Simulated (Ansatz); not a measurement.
# Cs on Ru(0001): change of the work function, part 2 of 3

Aim: the work function of Ru(0001) at several coverages of Cs (fcc site), and the dipole that each adsorbate carries.

Ansatz 0.2.0; plane-wave DFT, PBE, Ansatz PAW.

So far, work function, upper face (eV): step 2 (the clean slab) 5.05.

**3. Adsorbate added, k-mesh 4×4×1, coverage 0.111 ML**

System of this step: Cs/Ru(0001). The cell holds 37 atoms: 36 Ru and 1 Cs. Cell: a = 8.100 Å, b = 8.100 Å, c = 28.084 Å, α = 90.0°, β = 90.0°, γ = 60.0°. Vacuum lies along c.

The clean slab as it ended is repeated in the plane and the adsorbate is set on one face; the cell's size fixes the coverage, and the k-mesh shrinks with it to keep the sampling density about even. Adsorbate and upper layers relax, since the dipole depends on the height.

File input.yaml:

```yaml
crystal:
  lattice:
    - [8.1, 0.0, 0.0]
    - [4.05, 7.0148057706, 0.0]
    - [0.0, 0.0, 28.0835078158]
  atoms:
    - { symbol: Ru, position: [0.2222222222, 0.2222222222, 0.3204727863] }
    - { symbol: Ru, position: [0.0, 0.0, 0.3966171204] }
    - { symbol: Ru, position: [0.2222222222, 0.2222222222, 0.4734518508] }
    - { symbol: Ru, position: [0.0, 0.0, 0.5476989326] }
    - { symbol: Ru, position: [0.2222222222, 0.5555555556, 0.3204727863] }
    - { symbol: Ru, position: [0.0, 0.3333333333, 0.3966171204] }
    - { symbol: Ru, position: [0.2222222222, 0.5555555556, 0.4734518508] }
    - { symbol: Ru, position: [0.0, 0.3333333333, 0.5476989326] }
    - { symbol: Ru, position: [0.2222222222, 0.8888888889, 0.3204727863] }
    - { symbol: Ru, position: [0.0, 0.6666666667, 0.3966171204] }
    - { symbol: Ru, position: [0.2222222222, 0.8888888889, 0.4734518508] }
    - { symbol: Ru, position: [0.0, 0.6666666667, 0.5476989326] }
    - { symbol: Ru, position: [0.5555555556, 0.2222222222, 0.3204727863] }
    - { symbol: Ru, position: [0.3333333333, 0.0, 0.3966171204] }
    - { symbol: Ru, position: [0.5555555556, 0.2222222222, 0.4734518508] }
    - { symbol: Ru, position: [0.3333333333, 0.0, 0.5476989326] }
    - { symbol: Ru, position: [0.5555555556, 0.5555555556, 0.3204727863] }
    - { symbol: Ru, position: [0.3333333333, 0.3333333333, 0.3966171204] }
    - { symbol: Ru, position: [0.5555555556, 0.5555555556, 0.4734518508] }
    - { symbol: Ru, position: [0.3333333333, 0.3333333333, 0.5476989326] }
    - { symbol: Ru, position: [0.5555555556, 0.8888888889, 0.3204727863] }
    - { symbol: Ru, position: [0.3333333333, 0.6666666667, 0.3966171204] }
    - { symbol: Ru, position: [0.5555555556, 0.8888888889, 0.4734518508] }
    - { symbol: Ru, position: [0.3333333333, 0.6666666667, 0.5476989326] }
    - { symbol: Ru, position: [0.8888888889, 0.2222222222, 0.3204727863] }
    - { symbol: Ru, position: [0.6666666667, 0.0, 0.3966171204] }
    - { symbol: Ru, position: [0.8888888889, 0.2222222222, 0.4734518508] }
    - { symbol: Ru, position: [0.6666666667, 0.0, 0.5476989326] }
    - { symbol: Ru, position: [0.8888888889, 0.5555555556, 0.3204727863] }
    - { symbol: Ru, position: [0.6666666667, 0.3333333333, 0.3966171204] }
    - { symbol: Ru, position: [0.8888888889, 0.5555555556, 0.4734518508] }
    - { symbol: Ru, position: [0.6666666667, 0.3333333333, 0.5476989326] }
    - { symbol: Ru, position: [0.8888888889, 0.8888888889, 0.3204727863] }
    - { symbol: Ru, position: [0.6666666667, 0.6666666667, 0.3966171204] }
    - { symbol: Ru, position: [0.8888888889, 0.8888888889, 0.4734518508] }
    - { symbol: Ru, position: [0.6666666667, 0.6666666667, 0.5476989326] }
    - { symbol: Cs, position: [0.1111111111, 0.1111111111, 0.6795272137] }
kpoints:
  mp_grid: { grid: [4, 4, 1] }
hamiltonian:
  xc: pbe
scf:
  occupations: { method: fermi_dirac, width: 0.1 }
  convergence: { dr2_threshold: 1.0e-08 }
efield:
  axis: 3
  dipole_correction: true
  ramp_position: 0.97
  ramp_width: 0.06
relax:
  f_tol: 0.02
  max_steps: 60
  constraints:
    - { sites: [0, 1, 4, 5, 8, 9, 12, 13, 16, 17, 20, 21, 24, 25, 28, 29, 32, 33] }
output:
  write_potential: true
  write_density: true
  volumetric_format: npy
```

The run is started by

```bash
$ ansatz run input.yaml --threads 4 --pin off --max-ram 16384MiB --backend cpu --events-out ev --progress --plain --runs-dir out
```

Output:

```text
[...]
Crystal: 37 atoms, lattice volume = 1595.703 Å³
Basis set: ecut = 420 eV, 31251 PW (Γ), exchange–correlation on 120×120×384 points (8 copies of the dense FFT grid, shifted against one another)
Bands: 351, of which v1, the nominal top of the filled ones, is band 293 counted from 1 (292 counted from 0)
Symmetry: 6 space group operations
[...]
k-points: 4 of 16 (time reversal used)
[...]
SCF iter   1: F=—  HF=-217288.804880 eV  |F-HF|=—  |Δ(HF+E_count)|=         —  Δρ=1.50e-2  dr2=1.12e2  ethr=1.77e-3  p=1.667 e·Å  D=1.89e-1 V/Å  ΔV_dip=-5.31 eV  dr2_dipole=8.54e1  V_vac-E_F(+/−)=-0.37/4.94 eV  ⟨swp⟩=7.8  Hψ=5617  notcnv=0
[...]
SCF iter  14: F=-217286.831724 eV  HF=-217286.831724 eV  |F-HF|=4.48e-9  |Δ(HF+E_count)|=   1.05e-8  Δρ=2.35e-7  dr2=4.33e-9  ethr=1.71e-12  p=1.190 e·Å  D=1.35e-1 V/Å  ΔV_dip=-3.79 eV  dr2_dipole=1.36e-9  V_vac-E_F(+/−)=1.30/5.09 eV  ⟨swp⟩=9.5  Hψ=9330  notcnv=0
SCF 1 converged in 14 iterations: F = -217286.831724 eV  dr2 = 4.33e-9
[...]
relax step   1: F+E_penalty+E_count = -217286.83172441 eV  Δ(F+E_penalty+E_count) = +0.000e0 eV  max|allowed force component| = 6.843e-1 eV/Å  Δτ_max = 0.0000 Å  (14 SCF iters, accepted)
[...]
SCF iter   8: F=-217286.907935 eV  HF=-217286.907935 eV  |F-HF|=1.58e-8  |Δ(HF+E_count)|=   3.62e-8  Δρ=5.42e-7  dr2=9.47e-9  ethr=1.71e-12  p=1.158 e·Å  D=1.31e-1 V/Å  ΔV_dip=-3.69 eV  dr2_dipole=1.08e-9  V_vac-E_F(+/−)=1.40/5.09 eV  ⟨swp⟩=11.0  Hψ=10464  notcnv=0
SCF 2 converged in 8 iterations: F = -217286.907935 eV  dr2 = 9.47e-9
[...]
relax step   2: F+E_penalty+E_count = -217286.90793522 eV  Δ(F+E_penalty+E_count) = -7.621e-2 eV  max|allowed force component| = 5.762e-1 eV/Å  Δτ_max = 0.1221 Å  (8 SCF iters, accepted)
SCF iter   1: F=—  HF=-217287.000823 eV  |F-HF|=—  |Δ(HF+E_count)|=         —  Δρ=1.85e-3  dr2=3.45e-1  ethr=1.54e-4  p=1.158 e·Å  D=1.31e-1 V/Å  ΔV_dip=-3.69 eV  dr2_dipole=9.85e-2  V_vac-E_F(+/−)=1.41/5.10 eV  ⟨swp⟩=5.5  Hψ=3199  notcnv=0
[...]
SCF iter   9: F=-217286.996480 eV  HF=-217286.996480 eV  |F-HF|=7.31e-9  |Δ(HF+E_count)|=   5.87e-8  Δρ=4.38e-7  dr2=5.48e-9  ethr=1.71e-12  p=1.077 e·Å  D=1.22e-1 V/Å  ΔV_dip=-3.43 eV  dr2_dipole=5.31e-10  V_vac-E_F(+/−)=1.66/5.09 eV  ⟨swp⟩=10.5  Hψ=10186  notcnv=0
SCF 3 converged in 9 iterations: F = -217286.996480 eV  dr2 = 5.48e-9
[...]
relax step   3: F+E_penalty+E_count = -217286.99648036 eV  Δ(F+E_penalty+E_count) = -8.855e-2 eV  max|allowed force component| = 2.732e-1 eV/Å  Δτ_max = 0.1930 Å  (9 SCF iters, accepted)
[...]
relax step   4: F+E_penalty+E_count = -217287.01641861 eV  Δ(F+E_penalty+E_count) = -1.994e-2 eV  max|allowed force component| = 9.481e-2 eV/Å  Δτ_max = 0.1948 Å  (10 SCF iters, accepted)
[...]
relax step   5: F+E_penalty+E_count = -217287.01859433 eV  Δ(F+E_penalty+E_count) = -2.176e-3 eV  max|allowed force component| = 2.676e-2 eV/Å  Δτ_max = 0.0336 Å  (8 SCF iters, accepted)
SCF iter   1: F=—  HF=-217287.015633 eV  |F-HF|=—  |Δ(HF+E_count)|=         —  Δρ=1.60e-4  dr2=3.29e-3  ethr=5.77e-7  p=1.007 e·Å  D=1.14e-1 V/Å  ΔV_dip=-3.21 eV  dr2_dipole=1.05e-3  V_vac-E_F(+/−)=1.89/5.10 eV  ⟨swp⟩=2.8  Hψ=2544  notcnv=0  defer=2
[...]
SCF iter   7: F=-217287.018777 eV  HF=-217287.018777 eV  |F-HF|=2.10e-9  |Δ(HF+E_count)|=   1.91e-8  Δρ=2.30e-7  dr2=1.69e-9  ethr=1.71e-12  p=1.013 e·Å  D=1.15e-1 V/Å  ΔV_dip=-3.23 eV  dr2_dipole=3.49e-10  V_vac-E_F(+/−)=1.87/5.10 eV  ⟨swp⟩=9.8  Hψ=9298  notcnv=0
SCF 6 converged in 7 iterations: F = -217287.018777 eV  dr2 = 1.69e-9
[...]
relax step   6: F+E_penalty+E_count = -217287.01877659 eV  Δ(F+E_penalty+E_count) = -1.823e-4 eV  max|allowed force component| = 3.462e-3 eV/Å  Δτ_max = 0.0112 Å  (7 SCF iters, accepted)
NSCF: frozen V_eff on 4 k-points
[...]
WARN: The output density's exchange-correlation potential varies sharply where the density is thin. Do not read a vacuum level from v_tot or v_xc, or from such a field of the output density. On a cell that repeats whose density bears no net charge and no dipole along the vacuum's axis use v_es (v_loc + v_h of the components); under efield.dipole_correction with no amplitude use v_es + v_field, which holds any externa [...]
SCF converged after 7 iterations
Free energy (F): -217287.018777 eV
[...]
Internal energy: -217285.625055 eV  (E = F + TS)
E sigma→0 (E₀):  -217286.321916 eV
Entropy (-TS):   -1.393721 eV (-37.668 meV/atom)
Fermi energy:    5.148559 eV
Dipole field:    D = 0.114862 V/Å  (p = 1.012905 e·Å, saw-weighted, corrected)
Work function:   Φ+ = 1.8699 eV   Φ− = 5.0957 eV
[...]
--- Forces (eV/Å), atoms counted from 1 ---
  atom   1  Ru    -0.00229128    -0.00132287     0.44826775
  atom   2  Ru    -0.00489881    -0.00282833    -0.45214047
  atom   3  Ru     0.00076111     0.00043943     0.00132772
  atom   4  Ru     0.00085376     0.00049292     0.00346235
  atom   5  Ru    -0.00150115     0.00086669     0.44617978
  atom   6  Ru    -0.00000000     0.00565666    -0.45214047
  atom   7  Ru     0.00071762    -0.00041432     0.00023681
  atom   8  Ru    -0.00000000    -0.00098584     0.00346235
  atom   9  Ru     0.00000000     0.00264574     0.44826775
  atom  10  Ru     0.01268339    -0.00732276    -0.44750899
  atom  11  Ru    -0.00000000    -0.00087886     0.00132772
  atom  12  Ru     0.00037052    -0.00021392     0.00191298
  atom  13  Ru     0.00000000    -0.00173338     0.44617978
  atom  14  Ru     0.00489881    -0.00282833    -0.45214047
  atom  15  Ru    -0.00000000     0.00082864     0.00023681
  atom  16  Ru    -0.00085376     0.00049292     0.00346235
  atom  17  Ru     0.00150115     0.00086669     0.44617978
  atom  18  Ru     0.02785515     0.01608218    -0.44644789
  atom  19  Ru    -0.00071762    -0.00041432     0.00023681
  atom  20  Ru    -0.00209478    -0.00120942     0.00076601
  atom  21  Ru     0.00688757    -0.00397654     0.44453153
  atom  22  Ru    -0.00000000    -0.03216436    -0.44644789
  atom  23  Ru    -0.00018542     0.00010705     0.00006148
  atom  24  Ru     0.00000000     0.00241885     0.00076601
  atom  25  Ru     0.00229128    -0.00132287     0.44826775
  atom  26  Ru     0.00000000     0.01464552    -0.44750899
  atom  27  Ru    -0.00076111     0.00043943     0.00132772
  atom  28  Ru     0.00000000     0.00042783     0.00191298
  atom  29  Ru     0.00000000     0.00795308     0.44453153
  atom  30  Ru    -0.02785515     0.01608218    -0.44644789
  atom  31  Ru     0.00000000    -0.00021410     0.00006148
  atom  32  Ru     0.00209478    -0.00120942     0.00076601
  atom  33  Ru    -0.00688757    -0.00397654     0.44453153
  atom  34  Ru    -0.01268339    -0.00732276    -0.44750899
  atom  35  Ru     0.00018542     0.00010705     0.00006148
  atom  36  Ru    -0.00037052    -0.00021392     0.00191298
  atom  37  Cs     0.00000000    -0.00000000    -0.00195221
  max |Σ_I F_I| component: 5.07e-6 eV/Å
--- Band table (eV) ---
  k-point 0: bands = [... 289 lower, 5.4487, 5.4609, 5.4629, 5.4654, 5.4654, 5.4708, 5.4708, 5.5012, ... 54 higher]
  k-point 1: bands = [... 289 lower, 5.0824, 5.1008, 5.1016, 5.1071, 5.2503, 5.2643, 5.3119, 5.3742, ... 54 higher]
  k-point 2: bands = [... 289 lower, 4.8475, 4.8608, 4.8727, 5.1677, 5.1734, 5.3125, 5.3154, 5.3746, ... 54 higher]
  k-point 3: bands = [... 289 lower, 4.8579, 4.9703, 5.0005, 5.0072, 5.1638, 5.2025, 5.2124, 5.2576, ... 54 higher]
--- Relaxed structure (6 steps of the walk, 6 accepted, 0 SCFs on fresh bases) ---
  F+E_penalty+E_count = -217287.01877659 eV   max|allowed force component| = 3.462e-3 eV/Å
  atoms:
    - { symbol: Ru, position: [0.222222, 0.222222, 0.320473] }
    - { symbol: Ru, position: [1.111110e-11, 1.111110e-11, 0.396617] }
    - { symbol: Ru, position: [0.222354, 0.222354, 0.473121] }
    - { symbol: Ru, position: [-0.000582634, -0.000582634, 0.547445] }
    - { symbol: Ru, position: [0.222222, 0.555556, 0.320473] }
    - { symbol: Ru, position: [1.111114e-11, 0.333333, 0.396617] }
    - { symbol: Ru, position: [0.222213, 0.555560, 0.473371] }
    - { symbol: Ru, position: [-0.000582634, 0.334499, 0.547445] }
    - { symbol: Ru, position: [0.222222, 0.888889, 0.320473] }
    - { symbol: Ru, position: [-2.222217e-11, 0.666667, 0.396617] }
    - { symbol: Ru, position: [0.222354, 0.888626, 0.473121] }
    - { symbol: Ru, position: [0.000132955, 0.666600, 0.547933] }
    - { symbol: Ru, position: [0.555556, 0.222222, 0.320473] }
    - { symbol: Ru, position: [0.333333, 1.111110e-11, 0.396617] }
    - { symbol: Ru, position: [0.555560, 0.222213, 0.473371] }
    - { symbol: Ru, position: [0.334499, -0.000582634, 0.547445] }
    - { symbol: Ru, position: [0.555556, 0.555556, 0.320473] }
    - { symbol: Ru, position: [0.333333, 0.333333, 0.396617] }
    - { symbol: Ru, position: [0.555560, 0.555560, 0.473371] }
    - { symbol: Ru, position: [0.333118, 0.333118, 0.547933] }
    - { symbol: Ru, position: [0.555556, 0.888889, 0.320473] }
    - { symbol: Ru, position: [0.333333, 0.666667, 0.396617] }
    - { symbol: Ru, position: [0.555770, 0.888782, 0.473222] }
    - { symbol: Ru, position: [0.333118, 0.667097, 0.547933] }
    - { symbol: Ru, position: [0.888889, 0.222222, 0.320473] }
    - { symbol: Ru, position: [0.666667, -2.222223e-11, 0.396617] }
    - { symbol: Ru, position: [0.888626, 0.222354, 0.473121] }
    - { symbol: Ru, position: [0.666600, 0.000132955, 0.547933] }
    - { symbol: Ru, position: [0.888889, 0.555556, 0.320473] }
    - { symbol: Ru, position: [0.666667, 0.333333, 0.396617] }
    - { symbol: Ru, position: [0.888782, 0.555770, 0.473222] }
    - { symbol: Ru, position: [0.667097, 0.333118, 0.547933] }
    - { symbol: Ru, position: [0.888889, 0.888889, 0.320473] }
    - { symbol: Ru, position: [0.666667, 0.666667, 0.396617] }
    - { symbol: Ru, position: [0.888782, 0.888782, 0.473222] }
    - { symbol: Ru, position: [0.666600, 0.666600, 0.547933] }
    - { symbol: Cs, position: [0.111111, 0.111111, 0.662966] }
```

Wall time 13 min (4 threads of Arm Neoverse V1, shared host); peak memory 9.3 GiB.

The steps of the relaxation:

```
step  energy less that of the first step (eV)  largest force component (eV/Å)
   1                                   0.0000                          0.6843
   2                                  -0.0762                          0.5762
   3                                  -0.1648                          0.2732
   4                                  -0.1847                          0.0948
   5                                  -0.1869                          0.0268
   6                                  -0.1871                          0.0035
```

The run keeps the 6 symmetry operations that the program found, so distortions that break them were not tested.

The atoms that moved most (Å):

```
atom      dx      dy      dz  length
Cs37   0.000   0.000  -0.465   0.465
 Ru4  -0.007  -0.004  -0.007   0.011
Ru16   0.007  -0.004  -0.007   0.011
 Ru8   0.000   0.008  -0.007   0.011
 Ru3   0.002   0.001  -0.009   0.009
Ru11   0.000  -0.002  -0.009   0.009
Ru27  -0.002   0.001  -0.009   0.009
Ru20  -0.003  -0.002   0.007   0.007
```

Final coordinates:

```xyz
37
Lattice="8.1000 0.0000 0.0000 4.0500 7.0148 0.0000 0.0000 0.0000 28.0835" Properties=species:S:1:pos:R:3
Ru    2.7000    1.5588    9.0000
Ru    0.0000    0.0000   11.1384
Ru    2.7016    1.5598   13.2869
Ru   -0.0071   -0.0041   15.3742
Ru    4.0500    3.8971    9.0000
Ru    1.3500    2.3383   11.1384
Ru    4.0499    3.8971   13.2939
Ru    1.3500    2.3464   15.3742
Ru    5.4000    6.2354    9.0000
Ru    2.7000    4.6765   11.1384
Ru    5.4000    6.2335   13.2869
Ru    2.7008    4.6761   15.3879
Ru    5.4000    1.5588    9.0000
Ru    2.7000    0.0000   11.1384
Ru    5.4000    1.5588   13.2939
Ru    2.7071   -0.0041   15.3742
Ru    6.7500    3.8971    9.0000
Ru    4.0500    2.3383   11.1384
Ru    6.7501    3.8971   13.2939
Ru    4.0474    2.3368   15.3879
Ru    8.1000    6.2354    9.0000
Ru    5.4000    4.6765   11.1384
Ru    8.1013    6.2346   13.2897
Ru    5.4000    4.6796   15.3879
Ru    8.1000    1.5588    9.0000
Ru    5.4000    0.0000   11.1384
Ru    8.0984    1.5598   13.2869
Ru    5.4000    0.0009   15.3879
Ru    9.4500    3.8971    9.0000
Ru    6.7500    2.3383   11.1384
Ru    9.4500    3.8986   13.2897
Ru    6.7526    2.3368   15.3879
Ru   10.8000    6.2354    9.0000
Ru    8.1000    4.6765   11.1384
Ru   10.7987    6.2346   13.2897
Ru    8.0992    4.6761   15.3879
Cs    1.3500    0.7794   18.6184
```

Numbers from this step:

```
energy at zero smearing        : -217286.3219 eV
work function, upper face      : 1.870 eV
work function, lower face      : 5.096 eV
dipole along the normal        : 1.013 e·Å
step between the vacuum levels : -3.226 eV
```

Running mean over 2.138 Å of the planar mean; the ramp of the sawtooth is left out. Table of electron's electrostatic potential energy less the Fermi level by z:

z (Å), electron's electrostatic potential energy less the Fermi level (eV) and a bar from the least value:
```
      3.5        5.1 ##############################
      4.0        5.1 ##############################
      4.5        5.1 ##############################
      5.0        5.1 ##############################
      5.5        5.1 ##############################
      6.0        5.0 ##############################
      6.5        4.8 ##############################
      7.0        4.0 ############################
      7.5        0.8 ########################
      8.0       -6.3 #############
      8.5      -12.4 ####
      9.0      -14.2 ##
      9.5      -14.5 #
     10.0      -14.6 #
     10.5      -14.7 #
     11.0      -14.8 #
     11.5      -14.8 #
     12.0      -14.7 #
     12.5      -14.7 #
     13.0      -14.9 #
     13.5      -15.0 
     14.0      -15.3 
     14.5      -15.3 
     15.0      -14.8 #
     15.5      -14.1 ##
     16.0      -11.4 ######
     16.5       -4.8 ###############
     17.0        0.9 ########################
     17.5        2.2 ##########################
     18.0        1.7 #########################
     18.5        1.1 ########################
     19.0        0.8 ########################
     19.5        1.0 ########################
     20.0        1.3 ########################
     20.5        1.7 #########################
     21.0        1.8 #########################
     21.5        1.9 #########################
     22.0        1.9 #########################
     22.5        1.9 #########################
     23.0        1.9 #########################
     23.5        1.9 #########################
     24.0        1.9 #########################
     24.5        1.9 #########################
     25.0        1.9 #########################
```

The relaxation took 6 steps and lowered the energy by 0.19 eV; the largest force on the free atoms ends at 0.0035 eV/Å.

The covered face has 1.87 eV, -3.18 eV against the clean one; the bare back face has moved by +0.02 eV, a measure of how thin the slab is.

[end of part 2 of 3]

[Long decimals in the printed logs are rounded to 6 places.]

[Logs are printed without paths, hosts, clocks, repeated set-up lines and the standing remarks that a program may print on its own settings, such as how far it seeks lower states.]

[Hosts, paths, dates, database ids (printed as entryN), source tags and the programs' standing remarks are cut or masked in the printed files.]

[Maps of the electrostatic potential energy from Ansatz leave out the sawtooth potential of an applied field or a dipole correction, so their vacuum need not be flat; planar profiles and work functions include it.]
